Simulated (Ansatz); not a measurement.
# How fast states decay through RbH2IO

Wanted: the relaxed cell of RbH2IO, its band edges and its decay constants. It is built by putting Rb for Li in the LiH2IO structure of space group Pmma, with the volume rescaled by atomic radii. The parent structure comes from the Materials Project.

Main program and level: Ansatz 0.2.0; r2SCAN DFT, plane waves, PAW files, in the first sound run; inputs show where later runs differ.

The structure was built from a prototype and need not be the compound's stable phase.

### Step 1. The structure

The structure is orthorhombic, space group Pmma (No. 51). The conventional cell has a = 7.481 Å, b = 5.112 Å, c = 6.534 Å, α = 90.00°, β = 90.00°, γ = 90.00°. Rb has 2 O at 2.45 Å and 4 H at 3.10 Å and 4 I at 3.58 Å nearest. Nearest to H lie 1 O at 1.15 Å and 1 H at 1.79 Å and 1 I at 3.06 Å and 2 Rb at 3.10 Å. Nearest to I lie 2 H at 3.06 Å and 4 Rb at 3.58 Å. Nearest to O lie 2 H at 1.15 Å and 2 Rb at 2.45 Å. It derives from LiH2IO. Rb for Li in the LiH2IO structure of space group Pmma. Farther neighbours and most contacts between anions are not listed.

### Step 2. Cell and atoms at rest

The substituted atoms don't fit the parent's cell, so cell and atoms relax together. A small smearing keeps the run stable in case the gap closes on the way.

input.yaml reads:

```yaml
crystal:
  lattice:
    - [7.4806961504, 0.0, 0.0]
    - [0.0, 5.1120314981, 0.0]
    - [0.0, 0.0, 6.5340592175]
  atoms:
    - { symbol: Rb, position: [0.5, 0.5, 0.0] }
    - { symbol: Rb, position: [0.0, 0.5, 0.0] }
    - { symbol: H, position: [0.75, 0.675496, 0.352828] }
    - { symbol: H, position: [0.75, 0.324504, 0.352828] }
    - { symbol: H, position: [0.25, 0.675496, 0.647172] }
    - { symbol: H, position: [0.25, 0.324504, 0.647172] }
    - { symbol: I, position: [0.75, 0.0, 0.745454] }
    - { symbol: I, position: [0.25, 0.0, 0.254546] }
    - { symbol: O, position: [0.75, 0.5, 0.242964] }
    - { symbol: O, position: [0.25, 0.5, 0.757036] }
kpoints:
  mp_grid: { grid: [4, 4, 4] }
scf:
  occupations: { method: gaussian, width: 0.03 }
hamiltonian:
  xc: r2scan
output:
  forces: true
  stress: true
relax:
  f_tol: 0.02
  max_steps: 60
  cell: {}
```

The run is started by

```console
ansatz run input.yaml --threads 2 --pin off --max-ram 4096MiB --backend cpu --events-out ev --progress --plain --runs-dir out
```

Numbers of over 12 decimals in the logs are rounded to 6 here.

Output:

```text
Engine: ansatz 0.2.0, x86_64-unknown-linux-gnu
Pseudopotentials: kind: paw
Pseudopotential: Rb, paw, valence charge 9, recommended cutoff 500 eV (meta_gga), Rb.paw.azcp
Pseudopotential: H, paw, valence charge 1, recommended cutoff 500 eV (meta_gga), H.paw.azcp
Pseudopotential: I, paw, valence charge 17, recommended cutoff 500 eV (meta_gga), I.paw.azcp
Pseudopotential: O, paw, valence charge 6, recommended cutoff 500 eV (meta_gga), O.paw.azcp
Functional definition: r2SCAN
  parameter k0 = 0.174
  parameter k1 = 0.065
  parameter a1 = 4.9479
  exchange = r2scan_x(k0 = k0, k1 = k1, a1 = a1)
  correlation = r2scan_c
Crystal: 10 atoms, lattice volume = 249.873 Å³
Basis set: ecut = 500 eV, 6331 PW (Γ), exchange–correlation on 240×160×192 points (64 copies of the dense FFT grid, shifted against one another)
Bands: 44, of which v1, the nominal top of the filled ones, is band 34 counted from 1 (33 counted from 0)
Symmetry: 8 space group operations
Space group: Pmma (ITA 51), of the structure as read, at distance tolerance 6.3e-5 Å
k-points: 27 of 64
Non-local potential: Rb, projectors of the file, l = 0: 3, l = 1: 2, l = 2: 2
Non-local potential: H, projectors of the file, l = 0: 2, l = 1: 1
Non-local potential: I, projectors of the file, l = 0: 2, l = 1: 2, l = 2: 2, l = 3: 2
Non-local potential: O, projectors of the file, l = 0: 2, l = 1: 2, l = 2: 1
PAW form: soft (Blöchl's): semilocal exchange-correlation on the pseudo side does not see the compensation charge
PAW frozen core: Rb, regenerated for the run's functional (the file was generated under x = pbe(κ = 0.804, μ = 0.219515), c = pbe(β = 0.066725))
PAW frozen core: I, regenerated for the run's functional (the file was generated under x = pbe(κ = 0.804, μ = 0.219515), c = pbe(β = 0.066725))
PAW frozen core: O, regenerated for the run's functional (the file was generated under x = pbe(κ = 0.804, μ = 0.219515), c = pbe(β = 0.066725))
PAW one-centre angular grid: Rb, 302 points (default); XC on 160 Gauss nodes
PAW one-centre angular grid: H, 302 points (default); XC on 160 Gauss nodes
PAW one-centre angular grid: I, 590 points (default); XC on 160 Gauss nodes
PAW one-centre angular grid: O, 302 points (default); XC on 160 Gauss nodes
Initial density: superposition of atomic densities (neutral atoms: chi_scale 0, normalization atom), corrected by the library's trained network
Initial wavefunctions: pseudopotential atomic-orbital guess
Functional: x = r2scan, c = r2scan; τ floored in thin density (d = 2e-4 eV/Å³)
SCF iter   1: F=—  HF=-22817.038337 eV  |F-HF|=—  |Δ(HF+E_count)|=         —  Δρ=3.64e-3  dr2=2.78e-2  dr2_τ=1.64e-1  ethr=1.77e-3  ⟨swp⟩=8.6  Hψ=5974  notcnv=0  defer=9
preconditioner: auto → Resta (q_TF=auto, 2.196 Å⁻¹)  ε∞=2.5  [insulator: Δε(μ)=3.423 eV  Ē_g=12.059 eV  σ=0.030 eV  W_gap=1.00  n_scr=42 (ndim 8)  ℏωp=14.9 eV  f_vac=0.186  D(μ)=0.00/eV (n_scr^D=0)  ε∞_Penn≈2.5]
SCF iter   2: F=—  HF=-22817.073219 eV  |F-HF|=—  |Δ(HF+E_count)|=   3.49e-2  Δρ=2.08e-3  dr2=6.61e-3  dr2_τ=7.46e-4  ethr=4.08e-5  ⟨swp⟩=3.2  Hψ=2368  notcnv=0  defer=117
SCF iter   3: F=—  HF=-22817.074136 eV  |F-HF|=—  |Δ(HF+E_count)|=   9.17e-4  Δρ=1.05e-3  dr2=2.38e-3  dr2_τ=3.80e-4  ethr=9.71e-6  ⟨swp⟩=2.9  Hψ=2010  notcnv=0  defer=63
automatic band count: iteration 3 solves 42 bands in place of 44: the levels show a gap, and the empty bands left out lie too high to hold charge; the band table lists the bands solved (type scf.n_extra_bands for more)
SCF iter   4: F=—  HF=-22817.073836 eV  |F-HF|=—  |Δ(HF+E_count)|=   3.00e-4  Δρ=2.14e-4  dr2=1.21e-4  dr2_τ=5.29e-6  ethr=3.50e-6  ⟨swp⟩=2.0  Hψ=1601  notcnv=0  defer=63
SCF iter   5: F=—  HF=-22817.073907 eV  |F-HF|=—  |Δ(HF+E_count)|=   7.12e-5  Δρ=7.42e-5  dr2=1.98e-5  dr2_τ=6.80e-7  ethr=1.77e-7  ⟨swp⟩=2.4  Hψ=2164  notcnv=0  defer=63
SCF iter   6: F=—  HF=-22817.073905 eV  |F-HF|=—  |Δ(HF+E_count)|=   2.09e-6  Δρ=2.87e-5  dr2=1.84e-6  dr2_τ=1.51e-7  ethr=2.92e-8  ⟨swp⟩=2.0  Hψ=1989  notcnv=0  defer=63
SCF iter   7: F=-22817.073907 eV  HF=-22817.073907 eV  |F-HF|=1.13e-7  |Δ(HF+E_count)|=   1.58e-6  Δρ=5.74e-6  dr2=7.55e-8  dr2_τ=3.09e-9  ethr=1.47e-10  ⟨swp⟩=4.0  Hψ=4878  notcnv=0
SCF 1 converged in 7 iterations: F = -22817.073907 eV  dr2 = 7.55e-8
  greatest PAW one-centre occupation: 0.999 electrons in one spin orbital (limit 2), on the I atom at site 7 (counted from 0), in its partial waves of l = 2
relax step   1: F+E_penalty+E_count = -22817.07390682 eV  Δ(F+E_penalty+E_count) = +0.000e0 eV  max|allowed force component| = 7.450e0 eV/Å  Δτ_max = 0.0000 Å  P = -1.109 GPa  Ω = 249.873 Å³  (7 SCF iters, dr2 threshold 1.00e-7 eV, accepted)
Crystal: 10 atoms, lattice volume = 261.055 Å³
Basis set: ecut = 500 eV, 6639 PW (Γ), exchange–correlation on 240×160×192 points (64 copies of the dense FFT grid, shifted against one another)
Initial density: handed on by an earlier stage of this run
Initial wavefunctions: those handed on with the density
iter 1 solved again at ethr=9.91e-4 eV; its pass at ethr=3.10e-3 eV (dr2=6.74e-1 eV) is discarded
SCF iter   1: F=—  HF=-22819.350839 eV  |F-HF|=—  |Δ(HF+E_count)|=         —  Δρ=2.60e-2  dr2=6.66e-1  dr2_τ=3.51e0  ethr=9.91e-4  ⟨swp⟩=1.0  Hψ=5861  notcnv=0
automatic band count: iteration 1 solves 39 bands in place of 44: the levels show a gap, and the empty bands left out lie too high to hold charge; the band table lists the bands solved (type scf.n_extra_bands for more)
preconditioner: auto → Resta (q_TF=auto, 2.180 Å⁻¹)  ε∞=2.6  [insulator: Δε(μ)=3.698 eV  Ē_g=11.620 eV  σ=0.030 eV  W_gap=1.00  n_scr=42 (ndim 8)  ℏωp=14.5 eV  f_vac=0.210  D(μ)=0.00/eV (n_scr^D=0)  ε∞_Penn≈2.6]
SCF iter   2: F=—  HF=-22819.726987 eV  |F-HF|=—  |Δ(HF+E_count)|=   3.76e-1  Δρ=1.01e-2  dr2=6.38e-2  dr2_τ=2.54e-2  ethr=9.79e-4  ⟨swp⟩=3.8  Hψ=1994  notcnv=0
SCF iter   3: F=—  HF=-22819.749851 eV  |F-HF|=—  |Δ(HF+E_count)|=   2.29e-2  Δρ=5.21e-3  dr2=1.50e-2  dr2_τ=2.26e-3  ethr=9.39e-5  ⟨swp⟩=2.8  Hψ=2023  notcnv=0  defer=27
SCF iter   4: F=—  HF=-22819.761386 eV  |F-HF|=—  |Δ(HF+E_count)|=   1.15e-2  Δρ=9.34e-4  dr2=7.23e-4  dr2_τ=6.03e-5  ethr=2.21e-5  ⟨swp⟩=2.3  Hψ=1765  notcnv=0  defer=27
SCF iter   5: F=—  HF=-22819.762023 eV  |F-HF|=—  |Δ(HF+E_count)|=   6.37e-4  Δρ=9.50e-5  dr2=2.54e-5  dr2_τ=1.02e-6  ethr=1.06e-6  ⟨swp⟩=2.0  Hψ=1589  notcnv=0  defer=27
SCF iter   6: F=—  HF=-22819.762045 eV  |F-HF|=—  |Δ(HF+E_count)|=   2.13e-5  Δρ=2.06e-5  dr2=1.91e-6  dr2_τ=6.71e-8  ethr=3.74e-8  ⟨swp⟩=2.0  Hψ=1643  notcnv=0  defer=27
[...]
relax step   7: F+E_penalty+E_count = -22820.60088938 eV  Δ(F+E_penalty+E_count) = -1.023e-2 eV  max|allowed force component| = 1.335e-1 eV/Å  Δτ_max = 0.0139 Å  P = +0.018 GPa  Ω = 269.572 Å³  energy of the carried Pulay correction = -3.872e-3 eV  (6 SCF iters, dr2 threshold 1.00e-6 eV, accepted)
relax step   8: F+E_penalty+E_count = -22820.61120745 eV  Δ(F+E_penalty+E_count) = -1.032e-2 eV  max|allowed force component| = 3.253e-2 eV/Å  Δτ_max = 0.0389 Å  P = -0.031 GPa  Ω = 267.993 Å³  energy of the carried Pulay correction = -3.572e-3 eV  (6 SCF iters, dr2 threshold 1.00e-6 eV, accepted)
relax step   9: F+E_penalty+E_count = -22820.61182708 eV  Δ(F+E_penalty+E_count) = -6.196e-4 eV  max|allowed force component| = 3.920e-2 eV/Å  Δτ_max = 0.0055 Å  P = -0.032 GPa  Ω = 267.649 Å³  energy of the carried Pulay correction = -3.506e-3 eV  (6 SCF iters, dr2 threshold 6.61e-8 eV, accepted)
relax step  10: F+E_penalty+E_count = -22820.61210555 eV  Δ(F+E_penalty+E_count) = -2.785e-4 eV  max|allowed force component| = 1.043e-2 eV/Å  Δτ_max = 0.0046 Å  P = +0.006 GPa  Ω = 267.168 Å³  energy of the carried Pulay correction = -3.415e-3 eV  (5 SCF iters, dr2 threshold 9.61e-8 eV, accepted)
relax step  11: F+E_penalty+E_count = -22820.63627976 eV  Δ(F+E_penalty+E_count) = -2.417e-2 eV  max|allowed force component| = 8.564e-3 eV/Å  Δτ_max = 0.0000 Å  P = +0.104 GPa  Ω = 267.168 Å³  stress off target by 2.79e-1 GPa  SCF on the basis re-selected at this cell (its energy is not comparable with the rows above)  (8 SCF iters)
relax step  12: F+E_penalty+E_count = -22820.64098931 eV  Δ(F+E_penalty+E_count) = -4.710e-3 eV  max|allowed force component| = 3.578e-2 eV/Å  Δτ_max = 0.0176 Å  P = +0.027 GPa  Ω = 269.607 Å³  energy of the carried Pulay correction = -6.684e-4 eV  (6 SCF iters, dr2 threshold 1.95e-7 eV, accepted)
relax step  13: F+E_penalty+E_count = -22820.64184210 eV  Δ(F+E_penalty+E_count) = -8.528e-4 eV  max|allowed force component| = 2.153e-2 eV/Å  Δτ_max = 0.0174 Å  P = +0.019 GPa  Ω = 269.942 Å³  energy of the carried Pulay correction = -8.131e-4 eV  (6 SCF iters, dr2 threshold 8.00e-8 eV, accepted)
relax step  14: F+E_penalty+E_count = -22820.64192211 eV  Δ(F+E_penalty+E_count) = -8.001e-5 eV  max|allowed force component| = 1.244e-2 eV/Å  Δτ_max = 0.0074 Å  P = -0.004 GPa  Ω = 269.999 Å³  energy of the carried Pulay correction = -8.292e-4 eV  (6 SCF iters, dr2 threshold 2.90e-8 eV, accepted)
Basis set: ecut = 500 eV, 6855 PW (Γ), exchange–correlation on 288×160×180 points (64 copies of the dense FFT grid, shifted against one another)
iter 1 solved again at ethr=2.47e-7 eV; its pass at ethr=3.10e-3 eV (dr2=1.68e-4 eV) is discarded
SCF iter   1: F=—  HF=-22820.640802 eV  |F-HF|=—  |Δ(HF+E_count)|=         —  Δρ=1.22e-4  dr2=1.68e-6  dr2_τ=3.31e-6  ethr=2.47e-7  ⟨swp⟩=4.1  Hψ=10579  notcnv=0
preconditioner: auto → Resta (q_TF=auto, 2.168 Å⁻¹)  ε∞=2.3  [insulator: Δε(μ)=4.375 eV  Ē_g=12.670 eV  σ=0.030 eV  W_gap=1.00  n_scr=48 (ndim 8)  ℏωp=14.3 eV  f_vac=0.233  D(μ)=0.00/eV (n_scr^D=0)  ε∞_Penn≈2.3]
SCF iter   2: F=—  HF=-22820.642872 eV  |F-HF|=—  |Δ(HF+E_count)|=   2.07e-3  Δρ=6.18e-5  dr2=3.90e-7  dr2_τ=5.39e-6  ethr=2.47e-9  ⟨swp⟩=3.0  Hψ=2575  notcnv=0
SCF iter   3: F=—  HF=-22820.642904 eV  |F-HF|=—  |Δ(HF+E_count)|=   3.25e-5  Δρ=2.06e-5  dr2=5.09e-8  dr2_τ=5.79e-7  ethr=5.74e-10  ⟨swp⟩=2.4  Hψ=1859  notcnv=0
SCF iter   4: F=—  HF=-22820.642905 eV  |F-HF|=—  |Δ(HF+E_count)|=   9.32e-7  Δρ=1.15e-6  dr2=2.98e-9  dr2_τ=4.71e-10  ethr=7.49e-11  ⟨swp⟩=3.0  Hψ=1973  notcnv=0
SCF iter   5: F=—  HF=-22820.642905 eV  |F-HF|=—  |Δ(HF+E_count)|=   4.22e-9  Δρ=6.18e-7  dr2=9.75e-10  dr2_τ=1.06e-10  ethr=4.38e-12  ⟨swp⟩=3.0  Hψ=1865  notcnv=0
SCF iter   6: F=—  HF=-22820.642905 eV  |F-HF|=—  |Δ(HF+E_count)|=  2.11e-10  Δρ=1.63e-7  dr2=1.42e-10  dr2_τ=6.47e-12  ethr=1.43e-12  ⟨swp⟩=2.0  Hψ=1782  notcnv=0
SCF iter   7: F=-22820.642905 eV  HF=-22820.642905 eV  |F-HF|=7.28e-12  |Δ(HF+E_count)|=  1.53e-10  Δρ=6.37e-8  dr2=2.34e-11  dr2_τ=1.19e-12  ethr=1.00e-12  ⟨swp⟩=4.9  Hψ=3992  notcnv=0
SCF 15 converged in 7 iterations: F = -22820.642905 eV  dr2 = 2.34e-11
relax step  15: F+E_penalty+E_count = -22820.64290499 eV  Δ(F+E_penalty+E_count) = -9.829e-4 eV  max|allowed force component| = 1.356e-2 eV/Å  Δτ_max = 0.0000 Å  P = -0.004 GPa  Ω = 269.999 Å³  stress off target by 1.31e-2 GPa  SCF on the basis re-selected at this cell (its energy is not comparable with the rows above)  (7 SCF iters)
basis re-selected at this cell: Δ(F+E_penalty+E_count) = -9.829e-4 eV, ΔP = -0.000 GPa vs the last step (what re-selecting the basis moved, of the pressure what is left beyond the Pulay correction that the steps carried, after the strain that the cell walked since its last selection, with what the two solves' SCF thresholds leave and, on support functions, any second-order correction that the steps lacked; it is no measure of the basis error at this ecutwfc). The dense FFT grid was sized anew with the basis: this SCF ran on 72×40×45 points, the steps before it on 64×40×45, so part of this shift can come from that change (see relax.cell in the input reference). [rest of the remark cut]
SCF converged after 7 iterations
Free energy (F): -22820.642905 eV
Harris-Foulkes:  -22820.642905 eV  (|F-HF|=7.28e-12)
Internal energy: -22820.642905 eV  (E = F + TS)
E sigma→0 (E₀):  -22820.642905 eV
Fermi energy:    2.746570 eV
--- Per-component energies (eV) ---
  E_band       = -1231.604904
  E_kinetic    = 1171.948993
  E_local      = -7195.446089  (includes V_loc(G=0)·N_el)
  E_nonlocal   = 266.552212
  E_hartree    = 3165.182617
  E_xc         = -672.990084
  E_vxc        = -844.928264  (∫ρ·V_xc dr)
  E_paw        = -15272.230885  (= ΣΔE_a)
  E_vpaw       = -1011.689578  (= ΣTr[D̂ρ^β])
  E_aug_tail   = 0.000191  (compensation charges beyond the density's cutoff)
  E_vtau       = 51.592093  (kinetic-family band-sum trace: ∫τ·v_τ [+ j·A + Jᵃ·Aᵃ] dr)
  E_ewald      = -4283.448228
  E_core_change = -0.211631  (= ΣΔE_core)
  E_smearing   = -0.000000  (= −TS)
  E_closure    = -0.000000  (closes the sum)
  Σ components = -22820.642905   (vs F -22820.642905, Δ=0.00e0)
--- Forces (eV/Å), atoms counted from 1 ---
  atom   1  Rb    -0.00000000     0.00000000    -0.00000000
  atom   2  Rb    -0.00000000     0.00000000     0.00000000
  atom   3  H      0.00000000    -0.00547759    -0.00849160
  atom   4  H      0.00000000     0.00547759    -0.00849160
  atom   5  H     -0.00000000    -0.00547759     0.00849160
  atom   6  H     -0.00000000     0.00547759     0.00849160
  atom   7  I      0.00000000    -0.00000000    -0.00015816
  atom   8  I     -0.00000000     0.00000000     0.00015816
  atom   9  O     -0.00000000     0.00000000     0.01356164
  atom  10  O      0.00000000    -0.00000000    -0.01356164
  max |Σ_I F_I| component: 1.73e-18 eV/Å
--- Stress (GPa, compression-positive) ---
        0.007142      -0.000000       0.000000
       -0.000000      -0.013114       0.000000
        0.000000       0.000000      -0.005864
  P = ⅓ Tr σ = -0.0039 GPa (-0.039 kbar)
--- Relaxed structure (13 steps of the walk, 13 accepted, 2 SCFs on fresh bases) ---
  F+E_penalty+E_count = -22820.64290499 eV   max|allowed force component| = 1.356e-2 eV/Å   (the final SCF, on the basis selected at the relaxed cell)
  cell:  # Å, volume = 269.9991 Å³
    - [9.020585, 0.0, 0.0]
    - [0.0, 5.105997, 0.0]
    - [0.0, 0.0, 5.862016]
  atoms:
    - { symbol: Rb, position: [0.500000, 0.5, 0] }
    - { symbol: Rb, position: [0, 0.5, 0] }
    - { symbol: H, position: [0.750000, 0.649647, 0.421382] }
    - { symbol: H, position: [0.750000, 0.350353, 0.421382] }
    - { symbol: H, position: [0.250000, 0.649647, 0.578618] }
    - { symbol: H, position: [0.250000, 0.350353, 0.578618] }
    - { symbol: I, position: [0.750000, -2.7147304966670166e-19, 0.747696] }
    - { symbol: I, position: [0.250000, -2.7147304966670166e-19, 0.252304] }
    - { symbol: O, position: [0.750000, 0.5, 0.318477] }
    - { symbol: O, position: [0.250000, 0.5, 0.681523] }
```

Elapsed: 1.9 min, on 2 threads of Intel Xeon 6975P-C (Granite Rapids), shared host; peak memory 1.3 GiB; 3.7 min of CPU time.

Relaxation path:

```tsv
step	energy less that of the first step (eV)	largest force component (eV/Å)	pressure (GPa)	volume (Å³)
1	0.0000	7.4500	-1.11	249.87
2	-2.6881	3.2668	-0.91	261.06
3	-2.9069	3.9421	2.80	266.02
4	-3.3793	0.4649	-0.05	266.26
5	-3.4483	0.1932	-0.09	268.91
6	-3.5168	0.2454	0.13	268.65
7	-3.5270	0.1335	0.02	269.57
8	-3.5373	0.0325	-0.03	267.99
9	-3.5379	0.0392	-0.03	267.65
10	-3.5382	0.0104	0.01	267.17
11*	-3.5624	0.0086	0.10	267.17
12	-3.5671	0.0358	0.03	269.61
13	-3.5679	0.0215	0.02	269.94
14	-3.5680	0.0124	0.00	270.00
15*	-3.5690	0.0136	0.00	270.00
```

Relaxation steps marked * repeat the geometry before them on a plane-wave basis chosen anew for their cell, so energy and pressure can jump there.

The run keeps the 8 symmetry operations that it works with, so distortions that break them were not tested.

```tsv
cell as run	before	after	change
a (Å)	7.481	9.021	+20.6 %
b (Å)	5.112	5.106	-0.1 %
c (Å)	6.534	5.862	-10.3 %
volume (Å³/atom)	24.99	27.00	+8.1 %
```

The atoms that moved most (Å, as changes of fractional coordinates times the final cell):

```tsv
atom	dx	dy	dz	length
O9	0.000	0.000	0.443	0.443
O10	0.000	0.000	-0.443	0.443
H3	0.000	-0.132	0.402	0.423
H5	0.000	-0.132	-0.402	0.423
H6	0.000	0.132	-0.402	0.423
H4	0.000	0.132	0.402	0.423
I7	0.000	0.000	0.013	0.013
I8	0.000	0.000	-0.013	0.013
```

Numbers from this step:

| Property | Result |
| --- | --- |
| free energy | -22820.6429 eV |
| Fermi energy | 2.747 eV |
| pressure | -0.003945 GPa |

The largest force component on a free atom ends at 0.014 eV/Å.

### Step 3. The bulk crystal and its band edges

The energy window and the wavevectors of the next steps follow from the band edges, so these are searched first, off the mesh as well.

input.yaml reads:

```yaml
crystal:
  lattice:
    - [9.0205852632, 0.0, 0.0]
    - [0.0, 5.1059966535, 0.0]
    - [0.0, 0.0, 5.8620160299]
  atoms:
    - { symbol: Rb, position: [0.5, 0.5, 0.0] }
    - { symbol: Rb, position: [0.0, 0.5, 0.0] }
    - { symbol: H, position: [0.75, 0.6496468708, 0.4213815931] }
    - { symbol: H, position: [0.75, 0.3503531292, 0.4213815931] }
    - { symbol: H, position: [0.25, 0.6496468708, 0.5786184069] }
    - { symbol: H, position: [0.25, 0.3503531292, 0.5786184069] }
    - { symbol: I, position: [0.75, 0.0, 0.7476959443] }
    - { symbol: I, position: [0.25, 0.0, 0.2523040557] }
    - { symbol: O, position: [0.75, 0.5, 0.3184771012] }
    - { symbol: O, position: [0.25, 0.5, 0.6815228988] }
kpoints:
  mp_grid: { grid: [4, 6, 4] }
  band_path: { path: [VBM, CBM], npoints: 30 }
scf:
  occupations: { method: fixed }
hamiltonian:
  xc: r2scan
output:
  eigenvalues: true
  write_potential: true
  write_density: true
  volumetric_format: npy
```

Output:

```text
[...]
Crystal: 10 atoms, lattice volume = 269.999 Å³
Basis set: ecut = 500 eV, 6855 PW (Γ), exchange–correlation on 288×160×180 points (64 copies of the dense FFT grid, shifted against one another)
Bands: 44, of which v1, the nominal top of the filled ones, is band 34 counted from 1 (33 counted from 0)
Symmetry: 8 space group operations
[...]
k-points: 36 of 96
[...]
SCF iter   1: F=—  HF=-22820.734214 eV  |F-HF|=—  |Δ(HF+E_count)|=         —  Δρ=2.84e-3  dr2=1.35e-2  dr2_τ=2.95e-1  ethr=1.77e-3  ⟨swp⟩=5.9  Hψ=5981  notcnv=0  defer=252
[...]
SCF iter   7: F=-22820.643069 eV  HF=-22820.643068 eV  |F-HF|=5.69e-8  |Δ(HF+E_count)|=   8.35e-7  Δρ=3.41e-6  dr2=4.71e-8  dr2_τ=2.53e-9  ethr=1.47e-10  ⟨swp⟩=16.6  Hψ=9261  notcnv=0
SCF 1 converged in 7 iterations: F = -22820.643069 eV  dr2 = 4.71e-8
[...]
NSCF: frozen V_eff on 64 k-points
[...]
SCF converged after 7 iterations
Free energy (F): -22820.643069 eV
[...]
Internal energy: -22820.643069 eV  (E = F + TS)
E sigma→0 (E₀):  -22820.643069 eV
Fermi energy:    0.562057 eV
[...]
--- Band table (eV; the first three rows and the last of 36) ---
  k-point 0: bands = [... 30 lower, 0.2911, 0.4180, 0.4237, 0.5621, 4.9311, 6.3690, 6.4118, 7.3439, ... 6 higher]
  k-point 1: bands = [... 30 lower, 0.1979, 0.2497, 0.4147, 0.4736, 5.5468, 6.5034, 7.1358, 7.4636, ... 6 higher]
  k-point 2: bands = [... 30 lower, 0.1388, 0.2124, 0.3301, 0.4078, 6.6494, 6.6652, 6.9984, 7.5383, ... 6 higher]
  k-point 35: bands = [... 30 lower, 0.1528, 0.1528, 0.3893, 0.3893, 6.7774, 6.7774, 7.2141, 7.2141, ... 6 higher]
```

Run time: 32 s. Hardware: 2 threads; peak memory 1.2 GiB.

Numbers from this step:

```
free energy         : -22820.6431 eV
Fermi energy        : 0.5621 eV
gap on the k-mesh   : 4.369 eV
gap on path         : 4.369 eV, by band count; negative where bands overlap
direct gap on path  : 4.369 eV
edge places on path : 0, 0 1/A along the path
```

Levels at VBM (eV): -7.56, -7.54, -4.40, -4.16, -2.26, -1.93, -0.63, -0.35, -0.27, -0.14, -0.14, 0.00, 4.37, 5.81, 5.85, 6.78, 7.24, 7.30, 7.60.

The searched edges give 4.37 eV, as on the mesh.

(Part 1 of 3 ends here.)

[Logs are printed without paths, hosts, clocks, repeated set-up lines and the standing remarks that a program may print on its own settings, such as how far it seeks lower states.]

[Hosts, paths, dates, database ids (printed as entryN), source tags and the programs' standing remarks are cut or masked in the printed files.]
